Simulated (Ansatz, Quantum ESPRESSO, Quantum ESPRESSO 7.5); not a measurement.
# Evanescent states of BP, zinc blende type, lattice constant set to 4.55 Å

How good a tunnel barrier is BP, zinc blende type, lattice constant set to 4.55 Å?

Calculated with Quantum ESPRESSO 7.5; plane-wave DFT, PBE, GBRV ultrasoft pseudopotentials (cross-check by Ansatz 0.2.0 with PAW datasets).

## (1) The starting structure

The structure is cubic, space group F-43m (No. 216). Conventional cell: a = 4.550 Å, b = 4.550 Å, c = 4.550 Å, α = 90.00°, β = 90.00°, γ = 90.00°. Nearest to B lie 4 P at 1.97 Å. P has 4 B at 1.97 Å nearest. Farther neighbours are not listed.

## (2) SCF with pw.x

pwcond needs a cell whose third axis lies along the current and stands perpendicular to the other two.

Contents of scf.in:

```
&control
  prefix = 'scf'
  outdir = './out'
  pseudo_dir = './pseudo'
  calculation = 'scf'
  tprnfor = .true.
/
&system
  ibrav = 0
  nat = 4
  ntyp = 2
  ecutwfc = 40
  ecutrho = 200
  occupations = 'fixed'
  nbnd = 12
/
&electrons
  conv_thr = 1e-09
  mixing_beta = 0.6
  electron_maxstep = 120
/
ATOMIC_SPECIES
  B   10.8100  b_pbe_v1.4.uspp.F.UPF
  P   30.9738  p_pbe_v1.5.uspp.F.UPF
CELL_PARAMETERS angstrom
  3.21733585439879 0.00000000000000 0.00000000000000
  0.00000000000000 3.21733585439879 0.00000000000000
  0.00000000000000 0.00000000000000 4.55000000000000
ATOMIC_POSITIONS crystal
  B   0.000000000000 0.000000000000 0.000000000000
  P   0.500000000000 0.000000000000 0.250000000000
  B   0.500000000000 0.500000000000 0.500000000000
  P   0.000000000000 0.500000000000 0.750000000000
K_POINTS automatic
  8 8 6 0 0 0
```

Command:

```console
$ OMP_NUM_THREADS=1 mpirun -n 2 pw.x -nk 2 -in scf.in > scf.out
```

What it wrote:

```text
Program PWSCF v.7.5 starts
[citation notice left out]

     Parallel version (MPI & OpenMP), running on       2 processor cores
     Number of MPI processes:                 2
     Threads/MPI process:                     1

     MPI processes distributed on     1 nodes
[...]
Current dimensions of program PWSCF are:
     Max number of different atomic species (ntypx) = 10
     Max number of k-points (npk) =  40000
     Max angular momentum in pseudopotentials (lmaxx) =  4
     Found identity + ( -0.5000 -0.5000 -0.5000) symmetry
     This is a supercell, fractional translations are disabled
     Message from routine setup:
     using ibrav=0 with symmetry is DISCOURAGED, use correct ibrav instead

     K-points division:     npool     =       2
     Subspace diagonalization in iterative solution of the eigenvalue problem:
     a serial algorithm will be used

     G-vector sticks info
     --------------------
     sticks:   dense  smooth     PW     G-vecs:    dense   smooth      PW
     Sum         593     481    145                15271    10955    1923

     Using Slab Decomposition

     bravais-lattice index     =            0
     lattice parameter (alat)  =       6.0799  a.u.
     unit-cell volume          =     317.8343 (a.u.)^3
     number of atoms/cell      =            4
     number of atomic types    =            2
     number of electrons       =        16.00
     number of Kohn-Sham states=           12
     kinetic-energy cutoff     =      40.0000  Ry
     charge density cutoff     =     200.0000  Ry
     scf convergence threshold =      1.0E-09
     mixing beta               =       0.6000
     number of iterations used =            8  plain     mixing
     Exchange-correlation=  SLA  PW   PBX  PBC
                           (   1   4   3   4   0   0   0)

     celldm(1)=   6.079884  celldm(2)=   0.000000  celldm(3)=   0.000000
     celldm(4)=   0.000000  celldm(5)=   0.000000  celldm(6)=   0.000000

     crystal axes: (cart. coord. in units of alat)
               a(1) = (   1.000000   0.000000   0.000000 )
               a(2) = (   0.000000   1.000000   0.000000 )
               a(3) = (   0.000000   0.000000   1.414214 )

     reciprocal axes: (cart. coord. in units 2 pi/alat)
               b(1) = (  1.000000  0.000000  0.000000 )
               b(2) = (  0.000000  1.000000  0.000000 )
               b(3) = (  0.000000  0.000000  0.707107 )

     PseudoPot. # 1 for B  read from file:
     ./pseudo/b_pbe_v1.4.uspp.F.UPF
     Pseudo is Ultrasoft + core correction, Zval =  3.0
     Generated by new atomic code, or converted to UPF format
     Using radial grid of  781 points,  4 beta functions with:
                l(1) =   0
                l(2) =   0
                l(3) =   1
                l(4) =   1
     Q(r) pseudized with  8 coefficients,  rinner =    1.100   1.100   1.100

     PseudoPot. # 2 for P  read from file:
     ./pseudo/p_pbe_v1.5.uspp.F.UPF
     Pseudo is Ultrasoft + core correction, Zval =  5.0
     Generated by new atomic code, or converted to UPF format
     Using radial grid of  903 points,  6 beta functions with:
                l(1) =   0
                l(2) =   0
                l(3) =   1
                l(4) =   1
                l(5) =   2
                l(6) =   2
     Q(r) pseudized with  8 coefficients,  rinner =    1.300   1.300   1.300
                                                       1.300   1.300

     atomic species   valence    mass     pseudopotential
     B                 3.00    10.81000     B ( 1.00)
     P                 5.00    30.97380     P ( 1.00)

      8 Sym. Ops. (no inversion) found

   Cartesian axes

     site n.     atom                  positions (alat units)
         1        B      tau(   1) = (   0.0000000   0.0000000   0.0000000  )
         2        P      tau(   2) = (   0.5000000   0.0000000   0.3535534  )
         3        B      tau(   3) = (   0.5000000   0.5000000   0.7071068  )
         4        P      tau(   4) = (   0.0000000   0.5000000   1.0606602  )

     number of k points=    60
                       cart. coord. in units 2pi/alat
        k(    1) = (   0.0000000   0.0000000   0.0000000), wk =   0.0052083
        k(    2) = (   0.0000000   0.0000000   0.1178511), wk =   0.0104167
        k(    3) = (   0.0000000   0.0000000   0.2357023), wk =   0.0104167
        k(    4) = (   0.0000000   0.0000000  -0.3535534), wk =   0.0052083
        k(    5) = (   0.0000000   0.1250000   0.0000000), wk =   0.0208333
        k(    6) = (   0.0000000   0.1250000   0.1178511), wk =   0.0416667
        k(    7) = (   0.0000000   0.1250000   0.2357023), wk =   0.0416667
        k(    8) = (   0.0000000   0.1250000  -0.3535534), wk =   0.0208333
        k(    9) = (   0.0000000   0.2500000   0.0000000), wk =   0.0208333
        k(   10) = (   0.0000000   0.2500000   0.1178511), wk =   0.0416667
[...]
k(   60) = (  -0.5000000  -0.5000000  -0.3535534), wk =   0.0052083

     Dense  grid:    15271 G-vectors     FFT dimensions: (  27,  27,  40)

     Smooth grid:    10955 G-vectors     FFT dimensions: (  25,  25,  36)

     Estimated max dynamical RAM per process >      42.10 MB

     Estimated total dynamical RAM >      80.48 MB

     Initial potential from superposition of free atoms

     starting charge      15.9991, renormalised to      16.0000
     Starting wfcs are   16 randomized atomic wfcs

     total cpu time spent up to now is        1.1 secs

     per-process dynamical memory:    23.4 Mb

     Self-consistent Calculation

     iteration #  1     ecut=    40.00 Ry     beta= 0.60
     Davidson diagonalization with overlap
     ethr =  1.00E-02,  avg # of iterations =  3.4

     total cpu time spent up to now is        2.5 secs

     total energy              =     -43.89062904 Ry
     estimated scf accuracy    <       0.29999628 Ry

     iteration #  2     ecut=    40.00 Ry     beta= 0.60
[...]
total energy              =     -43.94373675 Ry
     estimated scf accuracy    <       0.02546704 Ry

     iteration #  3     ecut=    40.00 Ry     beta= 0.60
[...]
total energy              =     -43.94649417 Ry
     estimated scf accuracy    <       0.00186433 Ry

     iteration #  4     ecut=    40.00 Ry     beta= 0.60
[...]
total energy              =     -43.94675011 Ry
     estimated scf accuracy    <       0.00020731 Ry

     iteration #  5     ecut=    40.00 Ry     beta= 0.60
[...]
total energy              =     -43.94688000 Ry
     estimated scf accuracy    <       0.00003044 Ry

     iteration #  6     ecut=    40.00 Ry     beta= 0.60
[...]
total energy              =     -43.94688896 Ry
     estimated scf accuracy    <       0.00000151 Ry

     iteration #  7     ecut=    40.00 Ry     beta= 0.60
[...]
total energy              =     -43.94688975 Ry
     estimated scf accuracy    <          8.3E-09 Ry

     iteration #  8     ecut=    40.00 Ry     beta= 0.60
[...]
total energy              =     -43.94688978 Ry
     estimated scf accuracy    <          3.3E-09 Ry

     iteration #  9     ecut=    40.00 Ry     beta= 0.60
[...]
End of self-consistent calculation

          k = 0.0000 0.0000 0.0000 (  1337 PWs)   bands (ev):

    -6.2738  -1.4653   0.5762   5.0250   5.0250   9.1075   9.1075   9.1075
    10.4708  10.7814  12.5053  12.5053

          k = 0.0000 0.0000 0.1179 (  1357 PWs)   bands (ev):

    -6.1079  -2.3971   1.6935   5.1815   5.1815   8.4839   8.4839   8.5436
    10.3671  11.3087  12.1938  13.3113

          k = 0.0000 0.0000 0.2357 (  1361 PWs)   bands (ev):

    -5.6136  -3.7029   3.5273   5.6455   5.6455   7.1707   7.3921   7.3921
    10.5091  11.5548  12.4325  14.9373

          k = 0.0000 0.0000-0.3536 (  1362 PWs)   bands (ev):

    -4.8028  -4.8027   5.4195   5.4197   6.3982   6.3982   6.3983   6.3983
    10.9349  10.9351  14.0616  14.0617

          k = 0.0000 0.1250 0.0000 (  1356 PWs)   bands (ev):

    -6.0874  -1.4076   0.6919   4.0946   5.1801   7.9904   8.3557   9.0103
    10.7683  12.1144  12.6914  12.9064

          k = 0.0000 0.1250 0.1179 (  1355 PWs)   bands (ev):

    -5.9227  -2.2792   1.6626   4.3471   5.3330   6.9449   8.4699   8.6841
    10.8695  12.4173  12.9501  13.1895

[...]
highest occupied, lowest unoccupied level (ev):     9.1075   10.3671

!    total energy              =     -43.94688978 Ry
     estimated scf accuracy    <          3.5E-10 Ry

     The total energy is the sum of the following terms:
     one-electron contribution =      13.32486679 Ry
     hartree contribution      =       2.54987462 Ry
     xc contribution           =     -17.96583292 Ry
     ewald contribution        =     -41.85579827 Ry

     convergence has been achieved in   9 iterations

     Forces acting on atoms (cartesian axes, Ry/au):

     atom    1 type  1   force =     0.00000000    0.00000000    0.00000000
     atom    2 type  2   force =     0.00000000    0.00000000    0.00001165
     atom    3 type  1   force =     0.00000000    0.00000000    0.00000000
     atom    4 type  2   force =     0.00000000    0.00000000   -0.00001165

     Total force =     0.000016     Total SCF correction =     0.000001

[...]
=------------------------------------------------------------------------------=
   JOB DONE.
=------------------------------------------------------------------------------=
```

It took 14 s on 2 MPI ranks of Arm Neoverse N1, shared host; peak memory 0.16 GiB.

Read from the output:

* free energy: -597.9279 eV
* valence top, on the run's zero: 9.107 eV
* conduction bottom, on the run's zero: 10.37 eV
* gap by band count: 1.260 eV

The run needed 9 iterations to bring the estimated error under 1e-09 Ry.

[end of part 1 of 3]

[Logs are printed without paths, hosts, clocks, repeated set-up lines and the standing remarks that a program may print on its own settings, such as how far it seeks lower states.]

[Hosts, paths, dates, database ids (printed as entryN), source tags and the programs' standing remarks are cut or masked in the printed files.]

[Maps of the electrostatic potential energy from Ansatz leave out the sawtooth potential of an applied field or a dipole correction, so their vacuum need not be flat; planar profiles and work functions include it.]
